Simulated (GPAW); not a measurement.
# YTe (Fm-3m): the Y L₃ absorption edge

What does one-electron theory with a core hole give for the Y L₃ edge of YTe (Fm-3m)?

Calculated with GPAW 26.7.0; X-ray absorption from dipole matrix elements to empty bands, plane-wave PAW LDA.

The database entry behind the starting cell differs from later determinations by our own check (0.1 to 0.3 % short, probably kX units), so it need not match the best structure at ambient conditions.

**1. The starting structure**

It takes space group Fm-3m (No. 225, cubic). Conventional cell: a = 6.080 Å, b = 6.080 Å, c = 6.080 Å, α = 90.00°, β = 90.00°, γ = 90.00°. Nearest to Te lie 6 Y at 3.04 Å. Nearest to Y lie 6 Te at 3.04 Å. Farther neighbours and most contacts between anions are not listed.

**2. Ground state of the crystal**

A plain self-consistent run shows whether there is a gap, which decides the set-up of the core-hole run.

Contents of scf.py:

```python
import numpy as np
from ase import Atoms
from ase.parallel import parprint, paropen
from gpaw import GPAW, PW, FermiDirac, Mixer, MixerDif, setup_paths
from gpaw.test import gen
setup_paths.insert(0, '.')
gen('Y', name='nch2p', xcname='LDA', corehole=(2, 1, 0), write_xml=True)
from gpaw.mpi import world
world.barrier()

atoms = Atoms('TeY',
    cell=[[0, 3.04, 3.04],
     [3.04, 0, 3.04],
     [3.04, 3.04, 0]],
    scaled_positions=[[0, 0, 0],
     [0.5, 0.5, 0.5]],
    pbc=True)
atoms.calc = calc = GPAW(legacy_gpaw=True, mode=PW(430, force_complex_dtype=True), xc='LDA', setups={1: 'nch2p'},
    kpts={'size': (7, 7, 7), 'gamma': True}, occupations=FermiDirac(0.05),
    charge=0, mixer=Mixer(0.1, 5, 50), maxiter=150,
    convergence={'density': 0.0001, 'eigenstates': 1e-6}, txt='scf.txt')
energy = atoms.get_potential_energy() + calc.get_reference_energy()
ef = calc.get_fermi_level()
out = dict(energy=energy, fermi=ef, forces=atoms.get_forces().tolist())
parprint(f'all-electron energy {energy:.4f} eV, Fermi level {ef:.4f} eV')
ev = np.array([[calc.get_eigenvalues(k, s) for k in range(len(calc.get_ibz_k_points()))] for s in range(calc.get_number_of_spins())])
out['homo'], out['lumo'], out['counts'] = ev[ev < ef].max(), ev[ev > ef].min(), sorted(set((ev < ef).sum((0, 2)).tolist()))
out['filled'] = (ev[:, 0] < ef).sum(1).tolist()
import json
with paropen('out.json', 'w') as f:
    json.dump(out, f)
```

Command:

```
$ OMP_NUM_THREADS=1 mpirun -n 4 gpaw python scf.py
```

Numbers of over 12 decimals in the logs are rounded to 6 here.

The program printed:

```text
Input parameters:
  convergence: {density: 0.0001,
                eigenstates: 1e-06}
  kpts: {gamma: True,
         size: (7, 7, 7)}
  maxiter: 150
  mixer: {backend: pulay,
          beta: 0.1,
          method: separate,
          nmaxold: 5,
          weight: 50}
  mode: {ecut: 430.0,
         force_complex_dtype: True,
         name: pw}
  occupations: {fixmagmom: False,
                name: fermi-dirac,
                width: 0.05}
  setups: {1: nch2p}

Initialize ...

[... PAW data sets ...]

Reference energy: -276625.382566  # eV

Spin-paired calculation

[... convergence settings ...]
Symmetries present (total): 48
  [... symmetry matrices ...]

343 k-points: 7 x 7 x 7 Monkhorst-Pack grid
20 k-points in the irreducible part of the Brillouin zone
       k-points in crystal coordinates                weights
   0:     0.00000000    0.00000000    0.00000000          1/343
   1:     0.14285714    0.14285714    0.00000000          6/343
   2:     0.14285714    0.14285714    0.14285714          8/343
   3:     0.28571429    0.14285714    0.14285714         12/343
   4:     0.28571429    0.28571429    0.00000000          6/343
   5:     0.28571429    0.28571429    0.14285714         24/343
   6:     0.28571429    0.28571429    0.28571429          8/343
   7:     0.42857143   -0.28571429   -0.28571429         12/343
   8:     0.42857143    0.28571429   -0.42857143         48/343
   9:     0.42857143    0.28571429   -0.28571429         24/343
          ...
  19:     0.42857143    0.42857143    0.42857143          8/343

Wave functions: Plane wave expansion
  Cutoff energy: 430.000 eV
  Number of coefficients (min, max): 1130, 1154
  Pulay-stress correction: 0.000000 eV/Ang^3 (de/decut=0.000000)
  Using FFTW library
  Wavefunction extrapolation:
    Improved wavefunction reuse through dual PAW basis

Occupation numbers: Fermi-Dirac:
  width: 0.0500  # eV

Eigensolver
   Davidson(niter=2)

Densities:
  Coarse grid: 21*21*21 grid
  Fine grid: 42*42*42 grid
  Total Charge: 0.000000

Density mixing:
  Method: separate
  Backend: pulay
  Linear mixing parameter: 0.1
  old densities: 5
  Width of damping distribution: 1.1
  Damping of long wavelength oscillations: 50

[... Hamiltonian set-up ...]
Number of atoms: 2
Number of atomic orbitals: 17
Number of bands in calculation: 15
Number of valence electrons: 17
Bands to converge: occupied

... initialized

Initializing position-dependent things.

Density initialized from atomic densities
Creating initial wave functions:
  15 bands from LCAO basis set

                Y

       Te

Atomic positions and initial magnetic moments

Positions:
   0 Te     0.000000    0.000000    0.000000    ( 0.0000,  0.0000,  0.0000)
   1 Y      3.040000    3.040000    3.040000    ( 0.0000,  0.0000,  0.0000)

Unit cell:
           periodic     x           y           z      points  spacing
  1. axis:    yes    0.000000    3.040000    3.040000    21     0.1672
  2. axis:    yes    3.040000    0.000000    3.040000    21     0.1672
  3. axis:    yes    3.040000    3.040000    0.000000    21     0.1672

  Lengths:   4.299209   4.299209   4.299209
  Angles:   60.000000  60.000000  60.000000

Effective grid spacing dv^(1/3) = 0.1824

iter:   1   -11.961008
iter:   2   -11.962977   -1.59  -1.42
iter:   3   -11.948584   -1.89  -1.46
iter:   4   -11.944276   -3.56  -1.92
iter:   5   -11.942031c  -2.64  -1.91
iter:   6   -11.939219c  -3.57  -2.14
iter:   7   -11.939121c  -5.24  -3.11
iter:   8   -11.938976c  -4.39  -3.11
iter:   9   -11.938991c  -5.19  -3.72
iter:  10   -11.938977c  -6.45c -3.52
iter:  11   -11.938973c  -6.12c -3.89
iter:  12   -11.938973c  -7.05c -4.43c

Converged after 12 iterations.

Dipole moment: (0.000000, 0.000000, 0.000000) |e|*Ang

Energy contributions relative to reference atoms: (reference = -276625.382566)

Kinetic:        +14.137386
Potential:      -12.748258
External:        +0.000000
XC:             -13.303053
Entropy (-ST):   -0.009676
Local:           -0.020211
SIC:             +0.000000
--------------------------
Free energy:    -11.943811
Extrapolated:   -11.938973

Showing only first 2 kpts
 Kpt  Band  Eigenvalues  Occupancy
  0     6      6.42646    2.00000
  0     7      6.42646    2.00000
  0     8      8.33755    1.99636
  0     9      8.33755    1.99636

  1     6      5.93725    2.00000
  1     7      5.93725    2.00000
  1     8      7.90750    2.00000
  1     9      9.10888    0.00022

Fermi level: 8.65289

No gap
No difference between direct/indirect transitions

Forces in eV/Ang:
  0 Te    0.00000    0.00000    0.00000
  1 Y    -0.00000    0.00000    0.00000
Scalar-relativistic atomic LDA calculation for Y (Yttrium, Z=39)
Core hole in 2p state (2p occupation: 6.0)
750 radial gridpoints.
|------------------------------------------------|
|------------------------------------------------|
[... the atom generator's iteration count ...]

Energy contributions:
-------------------------
Kinetic:    +3468.645094
XC:          -105.479064
Potential:  -6743.658531
-------------------------
Total:      -3380.492502

state      eigenvalue         ekin         rmax
-----------------------------------------------
1s^2.0 :  -618.543443   785.386613        0.025
2s^2.0 :   -84.799187   156.853497        0.141
2p^6.0 :   -75.594584   151.889632        0.113
3s^2.0 :   -13.512336    39.809453        0.422
3p^6.0 :   -10.520490    36.681922        0.416
3d^10.0:    -5.564517    31.548104        0.361
4s^2.0 :    -1.763072     8.054635        1.128
4p^6.0 :    -1.027192     6.241997        1.244
4d^1.0 :    -0.097195     2.169838        1.804
5s^2.0 :    -0.155371     0.952255        3.320
5p^0.0 :    -0.054980     0.500247        4.410
-----------------------------------------------
(units: Bohr and Hartree)

Generating PAW setup
Kinetic energy of the core from tauc = 3468.026130082191
Cutoffs:
rc(s)=2.510
rc(p)=2.490
rc(d)=2.430
rc(vbar)=2.450
rc(comp)=2.410
rc(nct)=2.510

Kinetic energy of the core states: 3411.009492
Charge: 0.0
Core electrons: 28.0
Valence electrons: 11.0
Pseudo-core charge: 0.003786
Shape function alpha=1.722
Pseudo-electron charge 7.472037
state    eigenvalue         norm
--------------------------------
4s(2) :    -1.763072     0.685202
5s(2) :    -0.155371     0.971849
4p(6) :    -1.027192     0.548140
5p(0) :    -0.054980     0.976393
4d(1) :    -0.097195     0.865310
*d    :     0.902805
--------------------------------

Diagonalizing with gridspacing h=0.050

state   all-electron     PAW
-------------------------------
4s:      -1.763072    -1.763529
4p:      -1.027192    -1.027856
4d:      -0.097195    -0.097523
*f:                    0.059866
-------------------------------
all-electron energy -276637.3215 eV, Fermi level 8.6529 eV
```

Elapsed: 5.1 s, on 4 MPI ranks of Intel Xeon Platinum 8375C at 2.90GHz (Ice Lake), shared host; peak memory 0.17 GiB.

The mesh shows no gap, so the system is treated as a metal and the core electron is put at the Fermi level (neutral cell).

**3. Spectrum without a core hole, Y atom 2**

Without a hole the spectrum is the empty density of states of the right symmetry on the absorber, weighted by matrix elements. It needs only the small cell and serves as the baseline. The data set with a hole of occupation 0 only carries the core orbital.

The absorber has 6 Te at 3.04 Å (octahedral, site symmetry m-3m).

Contents of xas.py:

```python
import numpy as np
from ase import Atoms
from ase.parallel import parprint, paropen
from gpaw import GPAW, PW, FermiDirac, Mixer, MixerDif, setup_paths
from gpaw.test import gen
setup_paths.insert(0, '.')
gen('Y', name='nch2p', xcname='LDA', corehole=(2, 1, 0), write_xml=True)
from gpaw.mpi import world
world.barrier()

atoms = Atoms('TeY',
    cell=[[0, 3.04, 3.04],
     [3.04, 0, 3.04],
     [3.04, 3.04, 0]],
    scaled_positions=[[0, 0, 0],
     [0.5, 0.5, 0.5]],
    pbc=True)
atoms.calc = calc = GPAW(legacy_gpaw=True, mode=PW(430, force_complex_dtype=True), xc='LDA', setups={1: 'nch2p'},
    kpts={'size': (10, 10, 10), 'gamma': True}, occupations=FermiDirac(0.1),
    charge=0, mixer=Mixer(0.1, 5, 50), maxiter=150,
    convergence={'density': 0.0001, 'eigenstates': 1e-6}, txt='scf.txt')
energy = atoms.get_potential_energy() + calc.get_reference_energy()
ef = calc.get_fermi_level()
out = dict(energy=energy, fermi=ef, forces=atoms.get_forces().tolist())
parprint(f'all-electron energy {energy:.4f} eV, Fermi level {ef:.4f} eV')
ev = np.array([[calc.get_eigenvalues(k, s) for k in range(len(calc.get_ibz_k_points()))] for s in range(calc.get_number_of_spins())])
out['homo'], out['lumo'], out['counts'] = ev[ev < ef].max(), ev[ev > ef].min(), sorted(set((ev < ef).sum((0, 2)).tolist()))
out['filled'] = (ev[:, 0] < ef).sum(1).tolist()

from ase.units import Ha
from gpaw.xas import dipole_matrix_elements
nb = int(calc.get_number_of_electrons() / 2) + 42
top = nb
nscf = calc.fixed_density(kpts={'size': (7, 7, 7), 'gamma': True},
    convergence={'eigenstates': 1.0}, txt='nscf.txt')
nscf.diagonalize_full_hamiltonian(nbands=nb)
cell = atoms.cell.array
ops = [cell.T @ U.T @ np.linalg.inv(cell.T) for U in nscf.wfs.kd.symmetry.op_scc]
E = np.arange(-25, 34, 0.1)
fwhm = np.interp(E, [4, 25], [1.5, 3.5])
Y, X, zero, highest = 0, 0, 1e9, 1e9
for spin in range(nscf.get_number_of_spins()):
    wfs = nscf.wfs
    mine = wfs.bd.get_slice()  # this rank's bands
    A = dipole_matrix_elements(wfs.setups[1])
    eps = np.zeros((wfs.kd.nibzkpts, nb))
    d = np.zeros((3, A.shape[1], wfs.kd.nibzkpts, nb), complex)
    for kpt in wfs.kpt_u:
        if kpt.s == spin and 1 in kpt.P_ani:
            eps[kpt.k, mine] = kpt.eps_n * Ha
            d[:, :, kpt.k, mine] = (kpt.weight * wfs.nspins / 2) ** 0.5 * np.inner(A, kpt.P_ani[1])
    world.sum(eps)
    world.sum(d)
    T = np.einsum('amkn,bmkn->abkn', d, d.conj()).real
    T = sum(np.einsum('ai,ijkn,bj->abkn', R, T, R) for R in ops) / len(ops)
    empty = eps > ef
    zero, highest = min(zero, eps[empty].min()), min(highest, eps[:, top - 1].min())
    lines = [(eps, T, empty)] if spin == 0 else lines + [(eps, T, empty)]
for eps, T, empty in lines:
    f = np.einsum('aakn->akn', T).reshape(3, -1)
    x = eps.ravel() - zero
    w = np.interp(x, E, fwhm) / 2.35482
    g = np.exp(-0.5 * ((E[:, None] - x) / w) ** 2) / (w * (2 * np.pi) ** 0.5)
    Y = Y + (f * empty.ravel()) @ g.T
    X = X + (f * ~empty.ravel()) @ g.T
out.update(E=E.round(2).tolist(), xas=Y.tolist(), xes=X.tolist(), zero=zero, valid=highest - zero, nk=len(eps), nb=nb)
for i in range(0, len(E), 10):
    parprint(f'{E[i]:7.2f}', *(f'{v:10.3e}' for v in Y[:, i]))
import json
with paropen('out.json', 'w') as f:
    json.dump(out, f)
```

Command:

```
$ OMP_NUM_THREADS=1 mpirun -n 4 gpaw python xas.py
```

The program printed:

```text
Input parameters:
  convergence: {density: 0.0001,
                eigenstates: 1e-06}
  kpts: {gamma: True,
         size: (10, 10, 10)}
  maxiter: 150
  mixer: {backend: pulay,
          beta: 0.1,
          method: separate,
          nmaxold: 5,
          weight: 50}
  mode: {ecut: 430.0,
         force_complex_dtype: True,
         name: pw}
  occupations: {fixmagmom: False,
                name: fermi-dirac,
[...]
*d    :     0.902805
--------------------------------

Diagonalizing with gridspacing h=0.050

state   all-electron     PAW
-------------------------------
4s:      -1.763072    -1.763529
4p:      -1.027192    -1.027856
4d:      -0.097195    -0.097523
*f:                    0.059866
-------------------------------
all-electron energy -276637.3223 eV, Fermi level 8.6380 eV
[...]
32.00  1.187e-05  1.187e-05  1.187e-05
  33.00  1.237e-05  1.237e-05  1.237e-05
[key lines of the parts left out:]
Converged after 12 iterations.
Dipole moment: (0.000000, 0.000000, -0.000000) |e|*Ang
Free energy:    -11.958921
Fermi level: 8.63803
```

The job ended after 20 s (4 MPI ranks; peak memory 0.35 GiB; 78 s of CPU time).

The Y L₃ spectrum, Y atom 2, no core hole (energy from the lowest empty level; intensity scaled to a mean of 1 over the first 20 eV):

| E (eV) | intensity |
| --- | --- |
| -2.0 | 0.00 |
| -1.0 | 0.07 |
| 0.0 | 0.70 |
| 1.0 | 2.18 |
| 2.0 | 3.24 |
| 3.0 | 2.19 |
| 4.0 | 0.89 |
| 5.0 | 0.72 |
| 6.0 | 1.08 |
| 7.0 | 1.08 |
| 8.0 | 0.76 |
| 9.0 | 0.66 |
| 10.0 | 0.72 |
| 11.0 | 0.67 |
| 12.0 | 0.66 |
| 13.0 | 0.78 |
| 14.0 | 0.76 |
| 15.0 | 0.66 |
| 16.0 | 0.61 |
| 17.0 | 0.58 |
| 18.0 | 0.52 |
| 19.0 | 0.48 |
| 20.0 | 0.52 |
| 21.0 | 0.61 |
| 22.0 | 0.72 |
| 23.0 | 0.79 |
| 24.0 | 0.80 |
| 25.0 | 0.73 |
| 26.0 | 0.62 |
| 27.0 | 0.52 |
| 28.0 | 0.48 |
| 29.0 | 0.48 |
| 30.0 | 0.51 |
| 31.0 | 0.53 |
| 32.0 | 0.56 |

Main maxima below 30 eV (height): 2.0 eV (3.24), 6.4 eV (1.16), 10.2 eV (0.73), 13.4 eV (0.80) and 23.6 eV (0.80). At an L edge the dipole rule selects empty d (and weakly s) states on the absorber, and the strong line at the onset measures the empty part of its d band.

The same matrix elements for filled bands give the Y L₃ emission of Y atom 2 (ground-state approximation; energy from the lowest empty level, largest value 1):

| E (eV) | emission |
| --- | --- |
| -24.00 | 0.00 |
| -23.25 | 0.00 |
| -22.50 | 0.00 |
| -21.75 | 0.00 |
| -21.00 | 0.00 |
| -20.25 | 0.00 |
| -19.50 | 0.00 |
| -18.75 | 0.00 |
| -18.00 | 0.00 |
| -17.25 | 0.00 |
| -16.50 | 0.00 |
| -15.75 | 0.00 |
| -15.00 | 0.00 |
| -14.25 | 0.00 |
| -13.50 | 0.02 |
| -12.75 | 0.04 |
| -12.00 | 0.04 |
| -11.25 | 0.01 |
| -10.50 | 0.00 |
| -9.75 | 0.00 |
| -9.00 | 0.00 |
| -8.25 | 0.00 |
| -7.50 | 0.01 |
| -6.75 | 0.06 |
| -6.00 | 0.21 |
| -5.25 | 0.44 |
| -4.50 | 0.85 |
| -3.75 | 0.93 |
| -3.00 | 0.42 |
| -2.25 | 0.21 |
| -1.50 | 0.49 |
| -0.75 | 0.91 |
| 0.00 | 0.71 |
| 0.75 | 0.19 |
| 1.50 | 0.02 |
| 2.25 | 0.00 |
| 3.00 | 0.00 |

Emission maxima: -4.0 eV (1.00) and -0.6 eV (0.94).

**4. Reference energy of the supercell**

The photon energy needs a difference of total energies, so the cell and mesh of the coming hole run are first run without a hole.

Changes to scf.py since step 2:

```diff
@@ -10,11 +10,17 @@
 
-atoms = Atoms('TeY',
-    cell=[[0, 3.04, 3.04],
-     [3.04, 0, 3.04],
-     [3.04, 3.04, 0]],
+atoms = Atoms('Te4Y4',
+    cell=[[0, -6.08, 0],
+     [-6.08, 0, 0],
+     [0, 0, -6.08]],
     scaled_positions=[[0, 0, 0],
-     [0.5, 0.5, 0.5]],
+     [0.5, 0, 0.5],
+     [0, 0.5, 0.5],
+     [0.5, 0.5, 0],
+     [0.5, 0.5, 0.5],
+     [0, 0.5, 0],
+     [0.5, 0, 0],
+     [0, 0, 0.5]],
     pbc=True)
-atoms.calc = calc = GPAW(legacy_gpaw=True, mode=PW(430, force_complex_dtype=True), xc='LDA', setups={1: 'nch2p'},
-    kpts={'size': (7, 7, 7), 'gamma': True}, occupations=FermiDirac(0.05),
+atoms.calc = calc = GPAW(legacy_gpaw=True, mode=PW(430, force_complex_dtype=True), xc='LDA', setups={4: 'nch2p'},
+    kpts={'size': (4, 4, 4), 'gamma': True}, occupations=FermiDirac(0.1),
     charge=0, mixer=Mixer(0.1, 5, 50), maxiter=150,
```

Command:

```
$ OMP_NUM_THREADS=1 mpirun -n 4 gpaw python scf.py
```

The program printed:

```text
Input parameters:
  convergence: {density: 0.0001,
                eigenstates: 1e-06}
  kpts: {gamma: True,
         size: (4, 4, 4)}
  maxiter: 150
  mixer: {backend: pulay,
          beta: 0.1,
          method: separate,
          nmaxold: 5,
          weight: 50}
  mode: {ecut: 430.0,
         force_complex_dtype: True,
         name: pw}
  occupations: {fixmagmom: False,
                name: fermi-dirac,
[...]
5s(2) :    -0.155371     0.971849
4p(6) :    -1.027192     0.548140
5p(0) :    -0.054980     0.976393
4d(1) :    -0.097195     0.865310
*d    :     0.902805
--------------------------------

Diagonalizing with gridspacing h=0.050

state   all-electron     PAW
-------------------------------
4s:      -1.763072    -1.763529
4p:      -1.027192    -1.027856
4d:      -0.097195    -0.097523
*f:                    0.059866
-------------------------------
all-electron energy -1106549.3688 eV, Fermi level 8.5252 eV
[key lines of the parts left out:]
Converged after 14 iterations.
Dipole moment: (-0.000000, -0.000000, -0.000000) |e|*Ang
Free energy:    -47.899029
Fermi level: 8.52522
```

It took 12 s on 4 MPI ranks; peak memory 0.22 GiB; 48 s of CPU time.

Reference energy: -1106549.369 eV with the cores included.

(Continued in part 2 of 3.)

[Banner, clock and machine lines of the logs are left out without a mark of their own.]

[Logs are printed without paths, hosts, clocks, repeated set-up lines and the standing remarks that a program may print on its own settings, such as how far it seeks lower states.]

[Hosts, paths, dates, database ids (printed as entryN), source tags and the programs' standing remarks are cut or masked in the printed files.]

[Lists of maxima count a maximum above −3 eV only where it reaches 4 % of the highest in the window and stands out from its surroundings by 2 % of it (1.5 % where it reaches 55 %); shoulders and weaker maxima are passed over, and of the rest the first, up to two pre-edge ones and the few strongest are named.]
